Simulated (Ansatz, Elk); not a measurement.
## HfScB2: X-ray structure factors from the self-consistent density

The structure of HfScB2 used here is made up (a known structure type with other elements) and was relaxed beforehand with PBE. The aim is the Fourier transform of its all-electron density, F(hkl), set beside the sum over free spherical atoms that refinements use.

Calculated with Elk 11.2.3 (patched build); DFT, PBE, all-electron APW+lo, Dirac cores, scalar-relativistic bands, static density, no spin.

The structure was built from a prototype and need not be the compound's stable phase.

## 1. Starting point

It takes space group R-3m (No. 166, trigonal). The conventional cell has a = 3.492 Å, b = 3.492 Å, c = 16.580 Å, α = 90.00°, β = 90.00°, γ = 120.00°. Nearest to Hf lie 6 B at 2.38 Å. Sc has 6 B at 2.51 Å nearest. B has 3 Hf at 2.38 Å and 3 Sc at 2.51 Å nearest. Farther neighbours are not listed.

## 2. Ground state and structure factors

An all-electron density is needed, since X-rays see the cores too. Task 0 finds the density and task 195 Fourier-transforms it; tshift is off so that phases refer to the origin typed.

Input file elk.in:

```
tasks
  0
  195

xctype
  20

spinpol
  .false.

rgkmax
  7.0

gmaxvr
  14.0

lmaxo
  7

lmaxapw
  8

swidth
  0.002

tshift
  .false.

ramdisk
  .false.

hmaxvr
  5.5

maxscl
  120

epspot
  1e-06

sppath
  './'

avec
  3.29990648281 1.90520189581 10.44371628865
  -3.29990648281 1.90520189581 10.44371628865
  0.00000000000 -3.81040379263 10.44371628847

atoms
  3
  'Hf.in'
  1
  -0.0000000000 -0.0000000000 -0.0000000000   0.000000 0.000000 0.000000
  'Sc.in'
  1
  0.5000000000 0.5000000000 0.5000000000   0.000000 0.000000 0.000000
  'B.in'
  2
  0.7429908674 0.7429908674 0.7429908674   0.000000 0.000000 0.000000
  0.2570091326 0.2570091326 0.2570091326   0.000000 0.000000 0.000000

ngridk
  8 8 8
```

The run is started by

```sh
$ OMP_NUM_THREADS=4 elk
```

Numbers of over 12 decimals in the logs are rounded to 6 here.

What it wrote:

```text
┌─────────────────────────┐
│ Elk code version 11.2.3 │
└─────────────────────────┘

All units are atomic (Hartree, Bohr, etc.)

┌─────────────────────────────────────────────────┐
│ Ground-state run starting from atomic densities │
└─────────────────────────────────────────────────┘

Lattice vectors :
   3.299906483       1.905201896       10.44371629
  -3.299906483       1.905201896       10.44371629
   0.000000000      -3.810403793       10.44371629

Reciprocal lattice vectors :
  0.9520247528      0.5496517473      0.2005411718
 -0.9520247528      0.5496517473      0.2005411718
 -0.2567349631E-16  -1.099303495      0.2005411718

Unit cell volume      :    393.9571194
Brillouin zone volume :   0.6296375956

Muffin-tin inner radius fraction :   0.1000000000E-01

Nuclei treated as point charges

Species : 1 (Hf)
 parameters loaded from : Hf.in
 name : hafnium
 nuclear charge    :   -72.00000000
 electronic charge :    72.00000000
 atomic mass :    325367.3659
 muffin-tin radius :    2.707857676
 number of radial points in muffin-tin :   1393
 inner part over the whole radius :   0.9920853949E-02
 number on inner part of muffin-tin    :    998
 approximate nuclear radius :   0.1000320365E-03
 number of mesh points to nuclear radius :    519
 atomic positions (lattice), magnetic fields (Cartesian) :
  1 :   0.00000000  0.00000000  0.00000000    0.00000000  0.00000000  0.00000000

Species : 2 (Sc)
 parameters loaded from : Sc.in
 name : scandium
 nuclear charge    :   -21.00000000
 electronic charge :    21.00000000
 atomic mass :    81949.61073
 muffin-tin radius :    2.400000000
 number of radial points in muffin-tin :    993
 inner part over the whole radius :   0.9898716403E-02
 number on inner part of muffin-tin    :    698
 approximate nuclear radius :   0.6711386133E-04
 number of mesh points to nuclear radius :    323
 atomic positions (lattice), magnetic fields (Cartesian) :
  1 :   0.50000000  0.50000000  0.50000000    0.00000000  0.00000000  0.00000000

Species : 3 (B)
 parameters loaded from : B.in
 name : boron
 nuclear charge    :   -5.000000000
 electronic charge :    5.000000000
 atomic mass :    19707.24742
 muffin-tin radius :    1.740765649
 number of radial points in muffin-tin :    593
 inner part over the whole radius :   0.9820460919E-02
 number on inner part of muffin-tin    :    404
 approximate nuclear radius :   0.4534157419E-04
 number of mesh points to nuclear radius :    161
 atomic positions (lattice), magnetic fields (Cartesian) :
  1 :  -0.25700913 -0.25700913 -0.25700913    0.00000000  0.00000000  0.00000000
  2 :   0.25700913  0.25700913  0.25700913    0.00000000  0.00000000  0.00000000

Total number of atoms per unit cell :    4
Total muffin-tin volume :    185.2673028
 ratio of muffin-tin to unit cell volume :   0.4702727625

Spin treatment :
 spin-unpolarised

Number of Bravais lattice symmetries :   12
Number of crystal symmetries         :   12
Crystal has inversion symmetry
Real symmetric eigensolver will be used

k-point grid :      8     8     8
k-point offset :    0.000000000       0.000000000       0.000000000
k-point set is reduced with full crystal symmetry group
Total number of k-points :       65

Muffin-tin radius times maximum |G+k| :    7.000000000
 using average radius
Maximum |G+k| for APW functions       :    3.259836071
Maximum (1/2)|G+k|²                   :    5.313265604
Maximum |G| for potential and density :    14.00000000
Constant for pseudocharge density :    9
 order of it for each species :   16  16  16
 order of it for pair densities of each species (exact exchange by exxq0 0: 17) :   15  12   5
Radial integration step length :    1

G-vector grid sizes :     50    50    50
Number of G-vectors :    18323

Maximum angular momentum used for
 APW functions            :    8
 outer part of muffin-tin :    7
 inner part of muffin-tin :    2

Total nuclear charge    :   -103.0000000
Total core charge       :    60.00000000
Total valence charge    :    43.00000000
[...]
correlation                 :     -5.551792
 electron entropic           :    -0.12435015687810E-02
 total energy                :     -15912.883385218

Density of states at Fermi energy :    96.47391572
 (states/Hartree/unit cell)

Estimated indirect band gap :   0.2396459266E-03
 from k-point 65 to k-point 54
Estimated direct band gap   :   0.9950466435E-02
 at k-point 45

Charges :
 core                        :    60.00000000
 valence                     :    43.00000000
 interstitial                :    5.960036954
 muffin-tins (core leakage)
  species : 1 (Hf)
   atom 1                    :    70.11674046     (  0.4106775719E-06)
  species : 2 (Sc)
   atom 1                    :    18.80163784     ( -0.2162617321E-06)
  species : 3 (B)
[...]
total in muffin-tins        :    97.03996305
 total calculated charge     :    102.9981612
 total charge                :    103.0000000
 error                       :   0.1838795838E-02

RMS change in Kohn-Sham potential (target) :    2.558818652     (  0.1000000000E-05)
Absolute change in total energy (target)   :   0.5087950753     (  0.1000000000E-03)

[... loops 3 to 16 left out ...]

┌──────────────────┐
│ Loop number : 17 │
└──────────────────┘

Energies :
 Fermi                       :     0.263152
 sum of occupied eigenvalues :     -9703.0654840504
 electron kinetic            :      17709.283681923
 core electron kinetic       :      17108.195183654
 Coulomb                     :     -33263.953457421
 Coulomb potential           :     -26945.904140187
 nuclear-nuclear             :     -1264.0392966171
 electron-nuclear            :     -37076.694414659
 Hartree                     :      5076.7802538543
 Madelung                    :     -19791.001387328
 xc potential                :     -466.44502578662
 exchange                    :     -351.53570950960
 correlation                 :     -5.571959
 electron entropic           :    -0.12692045341360E-02
 total energy                :     -15911.778712766

Density of states at Fermi energy :    97.29119890
 (states/Hartree/unit cell)

Estimated indirect band gap :   0.1871989520E-03
 from k-point 44 to k-point 14
Estimated direct band gap   :   0.4526288760E-02
 at k-point 38

Charges :
 core                        :    60.00000000
 valence                     :    43.00000000
 interstitial                :    5.948149953
 muffin-tins (core leakage)
  species : 1 (Hf)
[...]
species : 2 (Sc)
[...]
species : 3 (B)
[...]
total in muffin-tins        :    97.05185005
 total calculated charge     :    102.9985539
 total charge                :    103.0000000
 error                       :   0.1446068980E-02

RMS change in Kohn-Sham potential (target) :   0.5421788863E-06 (  0.1000000000E-05)
Absolute change in total energy (target)   :   0.2758864866E-05 (  0.1000000000E-03)

Convergence targets achieved

┌──────────────────┐
│ Loop number : 18 │
└──────────────────┘

Energies :
 Fermi                       :     0.263152
 sum of occupied eigenvalues :     -9703.0654830153
 electron kinetic            :      17709.283684064
 core electron kinetic       :      17108.195184601
 Coulomb                     :     -33263.953457196
 Coulomb potential           :     -26945.904158363
 nuclear-nuclear             :     -1264.0392966171
 electron-nuclear            :     -37076.694396094
 Hartree                     :      5076.7802355147
 Madelung                    :     -19791.001378015
 xc potential                :     -466.44500871687
 exchange                    :     -351.53570963157
 correlation                 :     -5.571959
 electron entropic           :    -0.12692047849901E-02
 total energy                :     -15911.778710521

Density of states at Fermi energy :    97.29120303
 (states/Hartree/unit cell)

Estimated indirect band gap :   0.1872238341E-03
 from k-point 44 to k-point 14
Estimated direct band gap   :   0.4526285012E-02
 at k-point 38

Charges :
 core                        :    60.00000000
 valence                     :    43.00000000
 interstitial                :    5.948150025
 muffin-tins (core leakage)
  species : 1 (Hf)
[...]
species : 2 (Sc)
   atom 1                    :    19.13893374     ( -0.2163290542E-06)
  species : 3 (B)
   atom 1                    :    3.735524948     (  0.1026232691E-03)
   atom 2                    :    3.735524948     (  0.1026232691E-03)
 total in muffin-tins        :    97.05184997
 total calculated charge     :    102.9985539
 total charge                :    103.0000000
 error                       :   0.1446068669E-02

┌──────────────────────────────┐
│ Self-consistent loop stopped │
└──────────────────────────────┘

Warning : core states of species 3 leak from the muffin-tin :   0.1026232691E-03

Wrote STATE.OUT
```

Wall time 33 s (4 threads of Arm Neoverse V2, shared host); peak memory 0.18 GiB.

SFACRHO.OUT:

```text

h k l indices transformed by vhmat matrix:
   1.000000000       0.000000000       0.000000000    
   0.000000000       1.000000000       0.000000000    
   0.000000000       0.000000000       1.000000000    

      h      k      l  multipl.   |H|            Re(F)            Im(F)           |F|

      0      0      0      1   0.0000000       103.00000      0.12387233E-15   103.00000    
     -1     -1     -1      2  0.60162352       50.805852      0.21527310E-13   50.805852    
      0      0      1      6   1.1174457       46.647773      0.17085167E-14   46.647773    
      1      0      1      6   1.1701860       71.841804     -0.37800931E-14   71.841804    
     -2     -2     -2      2   1.2032470       71.598602     -0.40491845E-13   71.598602    
     -2     -1     -1      6   1.3608587       80.800294      0.73893345E-14   80.800294    
     -1     -2     -2      6   1.4879137       43.514452     -0.88842866E-14   43.514452    
     -3     -2     -2      6   1.7830001       44.248171     -0.11276210E-13   44.248171    
     -3     -3     -3      2   1.8048705       41.087718     -0.14693243E-13   41.087718    
      1     -1      0      6   1.9040495       71.668345     -0.29832448E-17   71.668345    
      3      2      3      6   1.9448241       70.851158     -0.12386746E-13   70.851158    
     -1     -2      0     12   1.9968363       42.063571     -0.44421433E-14   42.063571    
      1     -1      1      6   2.2077340       40.012574      0.13668133E-14   40.012574    
      0      0     -2      6   2.2348914       59.641574      0.29899042E-14   59.641574    
     -3     -1     -2     12   2.2523783       59.521194     -0.32034687E-13   59.521194    
      3      3      4      6   2.2869509       59.278116     -0.14095262E-13   59.278116    
     -2     -2      0      6   2.3403720       65.204468     -0.14223401E-13   65.204468    
     -4     -4     -4      2   2.4064941       63.933518     -0.61335748E-13   63.933518
```

Elk indexes on the primitive cell of elk.in and gives |H| = 4π sin θ/λ in inverse bohr. Below, one row stands for each form hkl of the conventional cell (m members, Friedel mates merged), F is for one primitive cell and the density is static (no thermal factor). Free-atom factors are Waasmaier and Kirfel's, and R is Σm||F|−|F'||/Σm|F|.

```csv
hkl,m,sin θ/λ (Å⁻¹),"abs F, DFT",neutral atoms,diff.
003,2,0.090,50.806,50.817,-0.011
101,6,0.168,46.648,46.691,-0.043
012,6,0.176,71.842,72.422,-0.580
006,2,0.181,71.599,72.231,-0.633
104,6,0.205,80.800,80.763,+0.038
015,6,0.224,43.514,43.710,-0.195
107,6,0.268,44.248,44.294,-0.046
009,2,0.271,41.088,41.214,-0.126
110,6,0.286,71.668,71.866,-0.197
018,6,0.292,70.851,70.988,-0.137
113,12,0.300,42.064,42.172,-0.108
021,6,0.332,40.013,40.151,-0.138
202,6,0.336,59.642,59.596,+0.046
116,12,0.339,59.521,59.494,+0.027
1 0 10,6,0.344,59.278,59.291,-0.013
024,6,0.352,65.204,65.409,-0.205
0 0 12,2,0.362,63.934,64.082,-0.148
205,6,0.363,38.225,38.223,+0.002
```

## 3. The highest occupied states alone

An energy window below the Fermi level keeps the highest occupied states, to see at which angles they scatter; shallow core shells can lie inside it and anion s states outside. No new self-consistency is needed.

elk.in, as its differences from that of step 2:

```diff
@@ -1,3 +1,2 @@
 tasks
-  0
   195
@@ -40,2 +39,5 @@
 
+wsfac
+  -0.177840 0.563150
+
 sppath
```

The run is started by

```sh
$ OMP_NUM_THREADS=4 elk
```

What it wrote:

```text
┌─────────────────────────────────┐
│ Elk code version 11.2.3 started │
└─────────────────────────────────┘

Info(readinput): the functional depends on the density's gradient
 muffin-tin radial points multiplied by    2.00000
 (not where nrmtscf is given)

┌────────────────────┐
│ Current task : 195 │
└────────────────────┘
Info(checkmt): changed muffin-tin radius of species 1 (Hf) from   2.8000 to   2.7079
Info(checkmt): changed muffin-tin radius of species 3 (B) from   1.8000 to   1.7408

Info(sfacrho): density structure factors written to SFACRHO.OUT

 Energy window :  -0.1778400000      0.5631500000

┌──────────────────┐
│ Elk code stopped │
└──────────────────┘
```

The job ended after 6.4 s (4 threads; peak memory 0.16 GiB; 10 s of CPU time).

States within 12 eV below the Fermi level hold 27.00 electrons; any levels below the window count with the cores. Their amplitudes can exceed the total, where window and core parts have opposite phase:

```csv
hkl,sin θ/λ (Å⁻¹),"abs F, window","abs F, all"
003,0.090,14.772,50.806
101,0.168,12.381,46.648
012,0.176,10.626,71.842
006,0.181,10.589,71.599
104,0.205,13.915,80.800
015,0.224,10.909,43.514
107,0.268,10.559,44.248
009,0.271,10.026,41.088
110,0.286,10.686,71.668
018,0.292,10.533,70.851
```

## 4. Another functional

The difference from free atoms is small, so it is set against the change that PBEsol makes.

elk.in, as its differences from that of step 3:

```diff
@@ -1,2 +1,3 @@
 tasks
+  0
   195
@@ -4,3 +5,3 @@
 xctype
-  20
+  22
 
@@ -39,5 +40,2 @@
 
-wsfac
-  -0.177840 0.563150
-
 sppath
```

The run is started by

```sh
$ OMP_NUM_THREADS=4 elk
```

What it wrote:

```text
┌─────────────────────────┐
│ Elk code version 11.2.3 │
└─────────────────────────┘

All units are atomic (Hartree, Bohr, etc.)

┌─────────────────────────────────────────────────┐
│ Ground-state run starting from atomic densities │
└─────────────────────────────────────────────────┘

Lattice vectors :
   3.299906483       1.905201896       10.44371629
  -3.299906483       1.905201896       10.44371629
   0.000000000      -3.810403793       10.44371629

Reciprocal lattice vectors :
  0.9520247528      0.5496517473      0.2005411718
[...]
muffin-tins (core leakage)
  species : 1 (Hf)
[...]
species : 2 (Sc)
[...]
species : 3 (B)
   atom 1                    :    3.718132542     (  0.1063185814E-03)
   atom 2                    :    3.718132542     (  0.1063185814E-03)
 total in muffin-tins        :    97.04411635
 total calculated charge     :    102.9985723
 total charge                :    103.0000000
 error                       :   0.1427672131E-02

┌──────────────────────────────┐
│ Self-consistent loop stopped │
└──────────────────────────────┘

Warning : core states of species 3 leak from the muffin-tin :   0.1063185814E-03

Wrote STATE.OUT
[key lines of the parts left out:]
total energy                :     -15906.093571289
```

The job ended after 32 s (4 threads; peak memory 0.18 GiB; 1.7 min of CPU time).

Against the first run R = 0.01 %; the largest change is -0.038 at 104.

## 5. A coarser k-mesh

About half the k-points along each axis test the sampling.

elk.in, as its differences from that of step 4:

```diff
@@ -5,3 +5,3 @@
 xctype
-  22
+  20
 
@@ -62,2 +62,2 @@
 ngridk
-  8 8 8
+  4 4 4
```

The run is started by

```sh
$ OMP_NUM_THREADS=4 elk
```

What it wrote:

```text
┌─────────────────────────┐
│ Elk code version 11.2.3 │
└─────────────────────────┘

All units are atomic (Hartree, Bohr, etc.)

┌─────────────────────────────────────────────────┐
│ Ground-state run starting from atomic densities │
└─────────────────────────────────────────────────┘

Lattice vectors :
   3.299906483       1.905201896       10.44371629
  -3.299906483       1.905201896       10.44371629
   0.000000000      -3.810403793       10.44371629

Reciprocal lattice vectors :
  0.9520247528      0.5496517473      0.2005411718
[...]
muffin-tins (core leakage)
  species : 1 (Hf)
[...]
species : 2 (Sc)
[...]
species : 3 (B)
   atom 1                    :    3.737376584     (  0.1026602756E-03)
   atom 2                    :    3.737376584     (  0.1026602756E-03)
 total in muffin-tins        :    97.05157651
 total calculated charge     :    102.9985333
 total charge                :    103.0000000
 error                       :   0.1466717741E-02

┌──────────────────────────────┐
│ Self-consistent loop stopped │
└──────────────────────────────┘

Warning : core states of species 3 leak from the muffin-tin :   0.1026602756E-03

Wrote STATE.OUT
[key lines of the parts left out:]
total energy                :     -15911.782571871
```

It took 15 s on 4 threads; peak memory 0.18 GiB; 32 s of CPU time.

Against the first run R = 0.00 %; the largest change is -0.029 at 006.

## 6. Basis size

A smaller basis shows how fast F responds to it; the change is likely larger than the basis error of the first run, but doesn't show convergence.

elk.in, as its differences from that of step 5:

```diff
@@ -11,3 +11,3 @@
 rgkmax
-  7.0
+  5.5
 
@@ -62,2 +62,2 @@
 ngridk
-  4 4 4
+  8 8 8
```

The run is started by

```sh
$ OMP_NUM_THREADS=4 elk
```

What it wrote:

```text
┌─────────────────────────┐
│ Elk code version 11.2.3 │
└─────────────────────────┘

All units are atomic (Hartree, Bohr, etc.)

┌─────────────────────────────────────────────────┐
│ Ground-state run starting from atomic densities │
└─────────────────────────────────────────────────┘

Lattice vectors :
   3.299906483       1.905201896       10.44371629
  -3.299906483       1.905201896       10.44371629
   0.000000000      -3.810403793       10.44371629

Reciprocal lattice vectors :
  0.9520247528      0.5496517473      0.2005411718
[...]
muffin-tins (core leakage)
  species : 1 (Hf)
[...]
species : 2 (Sc)
[...]
species : 3 (B)
   atom 1                    :    3.710975294     (  0.1021820048E-03)
   atom 2                    :    3.710975294     (  0.1021820048E-03)
 total in muffin-tins        :    96.97112073
 total calculated charge     :    102.9986246
 total charge                :    103.0000000
 error                       :   0.1375423859E-02

┌──────────────────────────────┐
│ Self-consistent loop stopped │
└──────────────────────────────┘

Warning : core states of species 3 leak from the muffin-tin :   0.1021820048E-03

Wrote STATE.OUT
[key lines of the parts left out:]
total energy                :     -15911.743410229
```

The job ended after 27 s (4 threads; peak memory 0.17 GiB; 81 s of CPU time).

Against the first run R = 0.01 %; the largest change is +0.033 at 116.

## 7. Settings against the effect

```csv
run,R against the first run (%),"R against neutral atoms, low angle (%)",wall time
"PBE, rgkmax 7",0.00,0.31,33 s
PBEsol,0.01,0.30,32 s
k-mesh 4×4×4,0.00,0.31,15 s
rgkmax 5.5,0.01,0.31,27 s
```

## 8. Summary of results

- R against neutral atoms, sin θ/λ < 0.3 Å⁻¹: 0.31 %
- R against neutral atoms, 0.3 to 0.83 Å⁻¹: 0.20 %

Independent neutral atoms miss the calculated amplitudes by R = 0.31 % below 0.3 Å⁻¹ and 0.20 % from there to 0.83 Å⁻¹; by shells, 0.02 % below 0.15 Å⁻¹ (1 form), 0.32 % 0.15 to 0.3 (9 forms), 0.17 % 0.3 to 0.45 (16 forms), 0.21 % above 0.45 (105 forms). Bonding, aspherical density and the tables' own atoms all enter these figures, and the runs don't part them. The largest change of an amplitude is -0.63 electrons, at 006. The window's part falls from 27.0 electrons at the origin to at most 6.70 between 0.45 and 0.83 Å⁻¹, where compact states inside the window still scatter. The window holds more than the 13 outer electrons of the free atoms, so shallow core shells lie inside it. Below 0.3 Å⁻¹ the changes that finished (PBEsol, k-mesh 4×4×4 and rgkmax 5.5) move F by R = 0.03 % at most, against the 0.31 % that separates it from free atoms. Spin-orbit coupling is left out, which can matter for elements this heavy. Part of the difference isn't bonding: the tables are fits to free atoms and ions calculated by other methods than this functional. Thermal motion, anomalous dispersion and extinction are left out.

[Logs are printed without paths, hosts, clocks, repeated set-up lines and the standing remarks that a program may print on its own settings, such as how far it seeks lower states.]

[Hosts, paths, dates, database ids (printed as entryN), source tags and the programs' standing remarks are cut or masked in the printed files.]
